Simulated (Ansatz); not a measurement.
# Na4TlCl5: complex band structure, part 2 of 3

A new crystal, Na4TlCl5: structure, gap and complex bands. It is built by putting Tl for K in the KNa4Cl5 structure of space group I4/mmm, with the volume rescaled by atomic radii. The parent structure comes from the Materials Project.

Ansatz 0.2.0; LDA DFT, plane waves, PAW files (the session's first sound run).

So far. Step 2 (Relaxing the new crystal): The largest force component on a free atom ends at 0.0050 eV/Å.

The structure was built from a prototype and need not be the compound's stable phase.

## (3) The bulk crystal and its band edges

The energy window and the wavevectors of the next steps follow from the band edges, so these are searched first, off the mesh as well.

input.yaml

```yaml
crystal:
  lattice:
    - [-2.0280164495, 2.0280164495, 14.0645173826]
    - [2.0280164495, -2.0280164495, 14.0645173826]
    - [2.0280164495, 2.0280164495, -14.0645173826]
  atoms:
    - { symbol: Tl, position: [0.0, 0.0, 0.0] }
    - { symbol: Na, position: [0.3951940825, 0.3951940825, 0.0] }
    - { symbol: Na, position: [0.7968988334, 0.7968988334, 0.0] }
    - { symbol: Na, position: [0.2031011666, 0.2031011666, 0.0] }
    - { symbol: Na, position: [0.6048059175, 0.6048059175, 0.0] }
    - { symbol: Cl, position: [0.1080624597, 0.1080624597, 0.0] }
    - { symbol: Cl, position: [0.5, 0.5, 0.0] }
    - { symbol: Cl, position: [0.8919375403, 0.8919375403, 0.0] }
    - { symbol: Cl, position: [0.298492437, 0.298492437, 0.0] }
    - { symbol: Cl, position: [0.701507563, 0.701507563, 0.0] }
kpoints:
  mp_grid: { grid: [8, 8, 8] }
  band_path: { path: [VBM, CBM], npoints: 30 }
scf:
  occupations: { method: fixed }
hamiltonian:
  xc: lda
output:
  eigenvalues: true
  write_potential: true
  write_density: true
  volumetric_format: npy
  elf: true
```

Launch:

```sh
$ ansatz run input.yaml --threads 2 --pin off --max-ram 4096MiB --backend cpu --events-out ev --progress --plain --runs-dir out
```

Numbers of over 12 decimals in the logs are rounded to 6 here.

Output:

```text
[...]
Crystal: 10 atoms, lattice volume = 231.381 Å³
Basis set: ecut = 420 eV, 4507 PW (Γ), FFT grids on a1−a2, a2, a1+a3
Bands: 52, of which v1, the nominal top of the filled ones, is band 42 counted from 1 (41 counted from 0)
Symmetry: 16 space group operations
[...]
k-points: 59 of 512
[...]
SCF iter   1: F=—  HF=-22249.308632 eV  |F-HF|=—  |Δ(HF+E_count)|=         —  Δρ=7.72e-3  dr2=1.36e-1  ethr=1.77e-3  ⟨swp⟩=4.9  Hψ=10777  notcnv=0  defer=452
[...]
SCF iter   6: F=-22249.250343 eV  HF=-22249.250343 eV  |F-HF|=2.03e-8  |Δ(HF+E_count)|=   1.29e-7  Δρ=5.09e-6  dr2=9.04e-8  ethr=1.19e-10  ⟨swp⟩=11.5  Hψ=14722  notcnv=0
SCF 1 converged in 6 iterations: F = -22249.250343 eV  dr2 = 9.04e-8
[...]
NSCF: frozen V_eff on 30 k-points
[...]
SCF converged after 6 iterations
Free energy (F): -22249.250343 eV
[...]
Internal energy: -22249.250343 eV  (E = F + TS)
E sigma→0 (E₀):  -22249.250343 eV
Fermi energy:    4.312363 eV
[...]
--- Band table (eV; the first three rows and the last of 59) ---
  k-point 0: bands = [... 38 lower, 1.5285, 1.6848, 1.6848, 1.7505, 6.7499, 7.3361, 8.2219, 8.9131, ... 6 higher]
  k-point 1: bands = [... 38 lower, 1.4728, 1.5558, 1.5934, 2.4490, 7.3641, 7.4952, 8.4150, 9.2369, ... 6 higher]
  k-point 2: bands = [... 38 lower, 1.3871, 1.4241, 1.4794, 3.2995, 7.5619, 7.7363, 8.6819, 9.3581, ... 6 higher]
  k-point 58: bands = [... 38 lower, 1.4631, 1.6797, 1.6797, 1.9677, 6.6666, 7.3435, 8.4199, 8.9737, ... 6 higher]
```

It took 42 s on 2 threads of AMD EPYC 7R13 (Zen 3), shared host; peak memory 0.79 GiB; 83 s of CPU time.

Numbers from this step:

- Fermi energy: 4.312 eV
- gap on the k-mesh: 1.939 eV
- gap on path: 1.939 eV, by band count; negative where bands overlap
- direct gap on path: 1.939 eV
- edge places on path: 0, 0 1/A along the path

Electronic bands along the path, in eV, zero at the Fermi level (highest filled level under fixed occupations); v1 is the highest filled band, c1 the lowest empty one:

```tsv
point	v4	v3	v2	v1	c1	c2	c3	c4
VBM	-2.88	-2.88	-2.87	0.00	1.94	2.85	4.33	4.58
halfway	-2.88	-2.88	-2.87	0.00	1.94	2.85	4.33	4.58
CBM	-2.88	-2.88	-2.87	0.00	1.94	2.85	4.33	4.58
```

ELF in the ac plane of the conventional cell at fractional y = 0.000, with atoms of Tl and Na and Cl within 0.2 Å of it. It is the smooth field of the valence electrons, not physical close to the nuclei.

Values, 24 rows by 14 columns, each cell a mean:
```
0.24 0.28 0.35 0.35 0.24 0.11 0.04 0.03 0.06 0.16 0.30 0.36 0.32 0.25
0.51 0.49 0.45 0.36 0.24 0.11 0.03 0.02 0.05 0.16 0.30 0.40 0.47 0.50
0.56 0.75 0.85 0.83 0.69 0.39 0.09 0.03 0.19 0.53 0.77 0.85 0.83 0.67
0.57 0.56 0.52 0.42 0.26 0.11 0.03 0.02 0.05 0.16 0.34 0.48 0.54 0.57
0.38 0.45 0.36 0.09 0.01 0.02 0.03 0.03 0.02 0.01 0.02 0.20 0.43 0.43
0.34 0.33 0.23 0.09 0.03 0.02 0.02 0.02 0.02 0.02 0.05 0.14 0.28 0.34
0.71 0.77 0.78 0.70 0.52 0.26 0.06 0.03 0.12 0.36 0.61 0.75 0.79 0.75
0.67 0.78 0.83 0.78 0.60 0.31 0.07 0.03 0.14 0.44 0.70 0.81 0.82 0.73
0.37 0.33 0.25 0.14 0.07 0.03 0.02 0.02 0.02 0.04 0.10 0.18 0.29 0.35
0.43 0.53 0.44 0.11 0.01 0.02 0.03 0.03 0.03 0.01 0.02 0.25 0.52 0.49
0.34 0.31 0.23 0.14 0.06 0.02 0.01 0.01 0.02 0.03 0.08 0.18 0.27 0.33
0.67 0.78 0.82 0.73 0.44 0.15 0.04 0.03 0.07 0.24 0.59 0.79 0.82 0.74
0.74 0.79 0.79 0.67 0.38 0.12 0.03 0.03 0.06 0.21 0.52 0.74 0.80 0.77
0.31 0.27 0.18 0.08 0.03 0.02 0.01 0.01 0.01 0.02 0.05 0.12 0.22 0.29
0.42 0.53 0.45 0.11 0.01 0.02 0.03 0.03 0.03 0.01 0.02 0.25 0.52 0.49
0.41 0.38 0.32 0.22 0.12 0.05 0.02 0.02 0.03 0.07 0.16 0.27 0.35 0.40
0.61 0.76 0.85 0.81 0.66 0.35 0.08 0.03 0.16 0.49 0.74 0.84 0.83 0.70
0.70 0.72 0.71 0.62 0.43 0.20 0.05 0.02 0.09 0.29 0.52 0.67 0.72 0.71
0.33 0.35 0.26 0.07 0.02 0.02 0.02 0.02 0.02 0.02 0.03 0.15 0.32 0.35
0.35 0.39 0.30 0.08 0.02 0.02 0.02 0.03 0.02 0.02 0.02 0.16 0.35 0.38
0.67 0.67 0.64 0.54 0.35 0.15 0.04 0.02 0.07 0.23 0.44 0.59 0.65 0.67
0.58 0.75 0.85 0.82 0.68 0.38 0.09 0.03 0.18 0.52 0.76 0.85 0.83 0.67
0.43 0.41 0.36 0.28 0.17 0.08 0.02 0.01 0.04 0.11 0.22 0.32 0.39 0.42
0.22 0.24 0.36 0.38 0.27 0.13 0.04 0.03 0.07 0.19 0.33 0.39 0.31 0.21
```
Columns run along a (4.1 Å), rows up along c (28.1 Å), edges of the conventional cell, whose origin can differ from the input's. Atoms in or near the plane, at fractional coordinates: Tl at (0.00, 0.00), Na at (0.00, 0.40), Na at (0.00, 0.80), Na at (0.00, 0.20), Na at (0.00, 0.60), Cl at (0.00, 0.11), Cl at (0.00, 0.50), Cl at (0.00, 0.89), Cl at (0.00, 0.30), Cl at (0.00, 0.70).

Electrostatic potential energy in the ac plane of the conventional cell at fractional y = 0.000, with atoms of Tl and Na and Cl within 0.2 Å of it. With pseudopotentials it is smooth inside the atoms' cores, unlike the true potential.

Ten even steps from '_' (-47 eV) to '@' (8 eV), each cell a mean:
```
----++##@@@@@@@@@@@@%%**==--
%%%%@@@@@@@@@@@@@@@@@@@@@@%%
__..==%%@@@@@@@@@@@@@@##::__
##%%@@@@@@@@@@@@@@@@@@@@%%%%
::--##%%@@@@@@@@@@@@@@%%++::
**##%%@@@@@@@@@@@@@@@@@@%%**
==++##@@@@@@@@@@@@@@@@%%**==
::--**%%@@@@@@@@@@@@@@##++::
%%%%@@@@@@@@@@@@@@@@@@@@@@%%
__::**%%@@@@@@@@@@@@@@%%==..
@@@@@@@@@@@@@@@@@@@@@@@@@@@@
::--**%%@@@@@@@@@@@@@@##++--
==++##@@@@@@@@@@@@@@@@%%**==
%%%%@@@@@@@@@@@@@@@@@@@@@@%%
__::**%%@@@@@@@@@@@@@@%%==__
%%@@@@@@@@@@@@@@@@@@@@@@@@%%
..::++%%@@@@@@@@@@@@@@##--..
++**%%@@@@@@@@@@@@@@@@@@##**
==++%%@@@@@@@@@@@@@@@@%%##++
--==##@@@@@@@@@@@@@@@@%%**==
**##%%@@@@@@@@@@@@@@@@@@%%##
__..==%%@@@@@@@@@@@@@@##--__
%%@@@@@@@@@@@@@@@@@@@@@@@@@@
::::==##@@@@@@@@@@@@%%**--::
```
Columns run along a (4.1 Å; values clipped at the 3rd and 97th percentile), rows up along c (28.1 Å), edges of the conventional cell, whose origin can differ from the input's. Atoms in or near the plane, at fractional coordinates: Tl at (0.00, 0.00), Na at (0.00, 0.40), Na at (0.00, 0.80), Na at (0.00, 0.20), Na at (0.00, 0.60), Cl at (0.00, 0.11), Cl at (0.00, 0.50), Cl at (0.00, 0.89), Cl at (0.00, 0.30), Cl at (0.00, 0.70).

Valence density in the ac plane of the conventional cell at fractional y = 0.000, with atoms of Tl and Na and Cl within 0.2 Å of it. It is the smooth field of the valence electrons, not physical close to the nuclei.

Ten steps, logarithmic in the rise over the least value, from '0' (0 e/Å³) to '9' (12 e/Å³), each cell a mean:
```
76531000012456
33210000001123
45532000012455
33210000001223
98410000000268
65200000000136
44421000002344
45431000012455
42100000000023
98510000000269
11000000000011
45431000012455
44421000012344
32100000000012
98510000000269
22100000000112
45532000012455
44321000001344
86300000000157
87410000000258
44321000001234
45532000012455
22210000000122
77532000012467
```
Columns run along a (4.1 Å), rows up along c (28.1 Å), edges of the conventional cell, whose origin can differ from the input's. Atoms in or near the plane, at fractional coordinates: Tl at (0.00, 0.00), Na at (0.00, 0.40), Na at (0.00, 0.80), Na at (0.00, 0.20), Na at (0.00, 0.60), Cl at (0.00, 0.11), Cl at (0.00, 0.50), Cl at (0.00, 0.89), Cl at (0.00, 0.30), Cl at (0.00, 0.70).

The searched edges give 1.94 eV, as on the mesh.

## (4) Complex bands

This step: LDA DFT, plane waves, PAW files; complex bands by layer matching along the plane's normal (Ansatz 0.2.0).

The same crystal is laid in a cell whose first two vectors span the (001) plane (indices of the standard conventional cell, whose axes can be ordered otherwise than in the bulk input). At fixed energy and wavevector in the plane the solver finds all kz, real and complex. A few wavevectors are listed, (0, 0), (-0.5, 0) and (0.5, 0) (two of them one point) in units of the plane's reciprocal vectors; the slowest state needn't be among them.

input.yaml

```yaml
crystal:
  lattice:
    - [4.056032899, 0.0, 0.0]
    - [0.0, 4.056032899, 0.0]
    - [2.02801645, 2.02801645, 14.064517383]
  atoms:
    - { symbol: Tl, position: [0.0, 0.0, 0.0] }
    - { symbol: Na, position: [0.6048059175, 0.6048059175, 0.790388165] }
    - { symbol: Na, position: [0.2031011666, 0.2031011666, 0.5937976668] }
    - { symbol: Na, position: [0.7968988334, 0.7968988334, 0.4062023332] }
    - { symbol: Na, position: [0.3951940825, 0.3951940825, 0.209611835] }
    - { symbol: Cl, position: [0.8919375403, 0.8919375403, 0.2161249194] }
    - { symbol: Cl, position: [0.5, 0.5, 0.0] }
    - { symbol: Cl, position: [0.1080624597, 0.1080624597, 0.7838750806] }
    - { symbol: Cl, position: [0.701507563, 0.701507563, 0.596984874] }
    - { symbol: Cl, position: [0.298492437, 0.298492437, 0.403015126] }
kpoints:
  mp_grid: { grid: [6, 6, 6] }
scf:
  occupations: { method: fixed }
hamiltonian:
  xc: lda
output:
  eigenvalues: true
  transmission:
    leads: [[0, 0]]
    kpoints: [[0.0, 0.0], [-0.5, 0.0], [0.5, 0.0]]
    e_range: [-1.0, 2.94]
    de: 0.08
```

Output:

```text
[...]
Crystal: 10 atoms, lattice volume = 231.381 Å³
Basis set: ecut = 420 eV, 4507 PW (Γ)
Bands: 52, of which v1, the nominal top of the filled ones, is band 42 counted from 1 (41 counted from 0)
Symmetry: 16 space group operations
[...]
k-points: 30 of 216
[...]
SCF iter   1: F=—  HF=-22249.307086 eV  |F-HF|=—  |Δ(HF+E_count)|=         —  Δρ=7.73e-3  dr2=1.36e-1  ethr=1.77e-3  ⟨swp⟩=4.9  Hψ=5595  notcnv=0  defer=229
[...]
SCF iter   6: F=-22249.249290 eV  HF=-22249.249290 eV  |F-HF|=1.05e-8  |Δ(HF+E_count)|=   2.71e-7  Δρ=4.82e-6  dr2=7.82e-8  ethr=1.19e-10  ⟨swp⟩=12.5  Hψ=7790  notcnv=0
SCF 1 converged in 6 iterations: F = -22249.249290 eV  dr2 = 7.82e-8
[...]
transmission: 20 of 60 steps passed
transmission: 40 of 60 steps passed
transmission: 60 of 60 steps passed
SCF converged after 6 iterations
Free energy (F): -22249.249290 eV
[...]
Internal energy: -22249.249290 eV  (E = F + TS)
E sigma→0 (E₀):  -22249.249290 eV
Fermi energy:    4.313126 eV
[...]
--- Band table (eV; the first three rows and the last of 30) ---
  k-point 0: bands = [... 38 lower, 1.5287, 1.6849, 1.6849, 1.7507, 6.7499, 7.3363, 8.2219, 8.9132, ... 6 higher]
  k-point 1: bands = [... 38 lower, 1.4508, 1.6837, 1.6837, 1.8346, 6.7274, 7.3405, 8.2612, 8.9396, ... 6 higher]
  k-point 2: bands = [... 38 lower, 1.4591, 1.6811, 1.6811, 1.9315, 6.6859, 7.3438, 8.3578, 8.9781, ... 6 higher]
  k-point 29: bands = [... 38 lower, 0.9594, 1.1065, 1.1174, 1.9152, 8.6112, 8.8457, 9.2607, 9.3523, ... 6 higher]
--- Transmission ---
  basis      : 145 plane waves across, 20 finite elements along
  points     : 3, as listed
  energies   : 50 from -1.000000 to 2.920000 eV about the Fermi level, 0.080000 eV apart; the leads are filled to 0.969135 eV, and channels, transmission and decay are at 1.000000 eV
  crystal 0  : Tl1Cl5Na4, at the sites [0, 0], period 14.0645 Å: whole cells are its period
    offset         : up to 0.0000 Å between an atom of the period and one for which it stands
    channels       : 0.000000e0 a spin
    conductance    : none, the energies end too early or step too widely for 300 K: set another output.transmission.e_range or a lower de, or, where they end at an eighth of basis.ecutwfc, a higher one
    slowest decay  : 0.3548 /Å at (0.0000, 0.0000)
```

Run time: 46 s. Hardware: 2 threads; peak memory 0.64 GiB; 67 s of CPU time.

Numbers from this step:

* free energy: -22249.2493 eV
* Fermi energy: 4.313 eV
* gap on the k-mesh: 1.938 eV
* level to which the leads are filled: 0.9691 eV from the Fermi level
* decay constant at the filling level, zone centre: 0.3548 Å⁻¹
* decay constant at the filling level, slowest listed point: 0.3548 Å⁻¹

K parallel (0, 0); values up to 1.281 1/Å, a degenerate pair printed once or twice; energies at which all values exceed this have no row. Im kz of the slowest decaying states against energy, zero at the highest filled level on the SCF mesh:

```tsv
energy (eV)	decay 1 (Å⁻¹)	decay 2 (Å⁻¹)	decay 3 (Å⁻¹)	decay 4 (Å⁻¹)
-1.0000	0.343	0.616	0.934	-
-0.7600	0.357	0.607	1.05	-
-0.5200	0.367	0.597	1.02	-
-0.2800	0.374	0.585	0.974	1.28
-0.0400	0.377	0.573	0.952	1.25
0.2800	0.377	0.553	0.935	1.20
0.5200	0.373	0.537	0.925	1.17
0.7600	0.366	0.520	0.917	1.14
1.0000	0.355	0.501	0.908	1.10
1.2400	0.339	0.481	0.900	1.07
1.4800	0.318	0.459	0.891	1.03
1.7200	0.289	0.435	0.881	0.998
1.9600	0.247	0.409	0.871	0.961
2.2800	0.128	0.368	0.856	0.909
2.5200	0.114	0.331	0.844	0.868
2.7600	0.159	0.281	0.826	0.831
```

K parallel (-0.5, 0); values up to 1.281 1/Å, a degenerate pair printed once or twice; energies at which all values exceed this have no row. Table of Im kz of the slowest decaying states by energy, zero at the highest filled level on the SCF mesh:

```tsv
energy (eV)	decay 1 (Å⁻¹)	decay 2 (Å⁻¹)	decay 3 (Å⁻¹)
-1.00	0.550	0.936	1.11
-0.84	0.573	0.901	1.11
-0.76	0.590	0.875	1.11
-0.60	0.632	0.816	1.10
-0.44	0.565	0.862	1.10
-0.36	0.547	0.867	1.10
-0.20	0.512	0.869	1.09
-0.04	0.444	0.866	1.09
0.12	0.473	0.861	1.08
0.20	0.487	0.858	1.08
0.36	0.498	0.851	1.07
0.52	0.501	0.843	1.06
0.60	0.500	0.838	1.06
0.76	0.497	0.830	1.05
0.92	0.490	0.821	1.04
1.00	0.486	0.816	1.03
1.16	0.475	0.806	1.02
1.32	0.461	0.797	1.01
1.40	0.453	0.792	1.01
1.56	0.432	0.782	0.996
1.72	0.402	0.771	0.984
1.80	0.381	0.766	0.978
1.96	0.302	0.756	0.966
2.12	0.363	0.745	0.953
2.28	0.367	0.734	0.940
2.36	0.365	0.728	0.933
2.52	0.351	0.717	0.918
2.68	0.325	0.705	0.904
2.76	0.300	0.699	0.896
2.92	0.282	0.687	0.880
```

K parallel (0.5, 0); values up to 1.281 1/Å, a degenerate pair printed once or twice; energies at which all values exceed this have no row. Im kz of the slowest decaying states against energy, zero at the highest filled level on the SCF mesh:

```tsv
energy (eV)	decay 1 (Å⁻¹)	decay 2 (Å⁻¹)	decay 3 (Å⁻¹)
-1.00	0.550	0.936	1.11
-0.84	0.573	0.901	1.11
-0.76	0.590	0.875	1.11
-0.60	0.632	0.816	1.10
-0.44	0.565	0.862	1.10
-0.36	0.547	0.867	1.10
-0.20	0.512	0.869	1.09
-0.04	0.444	0.866	1.09
0.12	0.473	0.861	1.08
0.20	0.487	0.858	1.08
0.36	0.498	0.851	1.07
0.52	0.501	0.843	1.06
0.60	0.500	0.838	1.06
0.76	0.497	0.830	1.05
0.92	0.490	0.821	1.04
1.00	0.486	0.816	1.03
1.16	0.475	0.806	1.02
1.32	0.461	0.797	1.01
1.40	0.453	0.792	1.01
1.56	0.432	0.782	0.996
1.72	0.402	0.771	0.984
1.80	0.381	0.766	0.978
1.96	0.302	0.756	0.966
2.12	0.363	0.745	0.953
2.28	0.367	0.734	0.940
2.36	0.365	0.728	0.933
2.52	0.351	0.717	0.918
2.68	0.325	0.705	0.904
2.76	0.300	0.699	0.896
2.92	0.282	0.687	0.880
```

At +1.00 eV, the grid energy nearest the filling level (the middle of the gap on the SCF mesh), the slowest state at the listed wavevectors decays with κ = 0.355 Å⁻¹, its amplitude falling by e over 2.8 Å. Through 1 nm of this crystal that state's transmission falls by exp(−2 × 0.355 Å⁻¹ × 10 Å) = 8.3e-4.

## (5) Decay over the two-dimensional zone

The listed points could miss the slowest state, so one energy near mid-gap is solved on a mesh of 12×12.

Edit input.yaml of step 4 so:

```diff
@@ -24,6 +24,2 @@
   eigenvalues: true
-  transmission:
-    leads: [[0, 0]]
-    kpoints: [[0.0, 0.0], [-0.5, 0.0], [0.5, 0.0]]
-    e_range: [-1.0, 2.94]
-    de: 0.08
+  transmission: { leads: [[0, 0]], kmesh: [12, 12], e_range: [0.97, 0.98], de: 0.05 }
```

Output:

```text
[...]
Crystal: 10 atoms, lattice volume = 231.381 Å³
Basis set: ecut = 420 eV, 4507 PW (Γ)
Bands: 52, of which v1, the nominal top of the filled ones, is band 42 counted from 1 (41 counted from 0)
Symmetry: 16 space group operations
[...]
k-points: 30 of 216
[...]
SCF iter   1: F=—  HF=-22249.307086 eV  |F-HF|=—  |Δ(HF+E_count)|=         —  Δρ=7.73e-3  dr2=1.36e-1  ethr=1.77e-3  ⟨swp⟩=4.9  Hψ=5595  notcnv=0  defer=229
[...]
SCF iter   6: F=-22249.249290 eV  HF=-22249.249290 eV  |F-HF|=1.05e-8  |Δ(HF+E_count)|=   2.71e-7  Δρ=4.82e-6  dr2=7.82e-8  ethr=1.19e-10  ⟨swp⟩=12.5  Hψ=7790  notcnv=0
SCF 1 converged in 6 iterations: F = -22249.249290 eV  dr2 = 7.82e-8
[...]
transmission: 72 of 504 steps passed
transmission: 144 of 504 steps passed
[...]
transmission: 504 of 504 steps passed
SCF converged after 6 iterations
Free energy (F): -22249.249290 eV
[...]
Internal energy: -22249.249290 eV  (E = F + TS)
E sigma→0 (E₀):  -22249.249290 eV
Fermi energy:    4.313126 eV
[...]
--- Band table (eV; the first three rows and the last of 30) ---
  k-point 0: bands = [... 38 lower, 1.5287, 1.6849, 1.6849, 1.7507, 6.7499, 7.3363, 8.2219, 8.9132, ... 6 higher]
  k-point 1: bands = [... 38 lower, 1.4508, 1.6837, 1.6837, 1.8346, 6.7274, 7.3405, 8.2612, 8.9396, ... 6 higher]
  k-point 2: bands = [... 38 lower, 1.4591, 1.6811, 1.6811, 1.9315, 6.6859, 7.3438, 8.3578, 8.9781, ... 6 higher]
  k-point 29: bands = [... 38 lower, 0.9594, 1.1065, 1.1174, 1.9152, 8.6112, 8.8457, 9.2607, 9.3523, ... 6 higher]
--- Transmission ---
  basis      : 145 plane waves across, 18 finite elements along
  points     : 28, standing for a mesh of 12 x 12
  energies   : 1 from 0.970000 to 0.970000 eV about the Fermi level; the leads are filled to 0.969135 eV, and channels, transmission and decay are at 0.970000 eV
[...]
channels       : 0.000000e0 a spin
    conductance    : none, crystal 0 has no channel at the energies, or these end too early or step too widely for 300 K: set another output.transmission.e_range or a lower de, or, where they end at an eighth of basis.ecutwfc, a higher one
    slowest decay  : 0.3564 /Å at (0.0000, 0.0000)
```

Wall time 32 s (2 threads); peak memory 0.78 GiB.

This step gave:

* least decay constant on the mesh: 0.3564 Å⁻¹

Slowest decay constant (1/Å; 0 where a channel is open) over k1 and k2. At 0.9700 eV from the Fermi level.

Ten even steps from '0' (0.356) to '9' (0.613):
```
676696569667
964587578546
965455555456
998531113589
767510001576
555510001555
767510001576
998531113589
965455555456
964587578546
676696569667
569997579996
```
Columns: k1 (b1) from -0.5 to 0.417; rows upwards: k2 (b2) from -0.5 to 0.417.

The least value on the mesh is 0.356 Å⁻¹ at +0.97 eV. At that energy the listed points give about 0.356 Å⁻¹ by interpolation, so the mesh holds no clearly slower state.

(Continued in part 3 of 3.)

[Logs are printed without paths, hosts, clocks, repeated set-up lines and the standing remarks that a program may print on its own settings, such as how far it seeks lower states.]

[Hosts, paths, dates, database ids (printed as entryN), source tags and the programs' standing remarks are cut or masked in the printed files.]
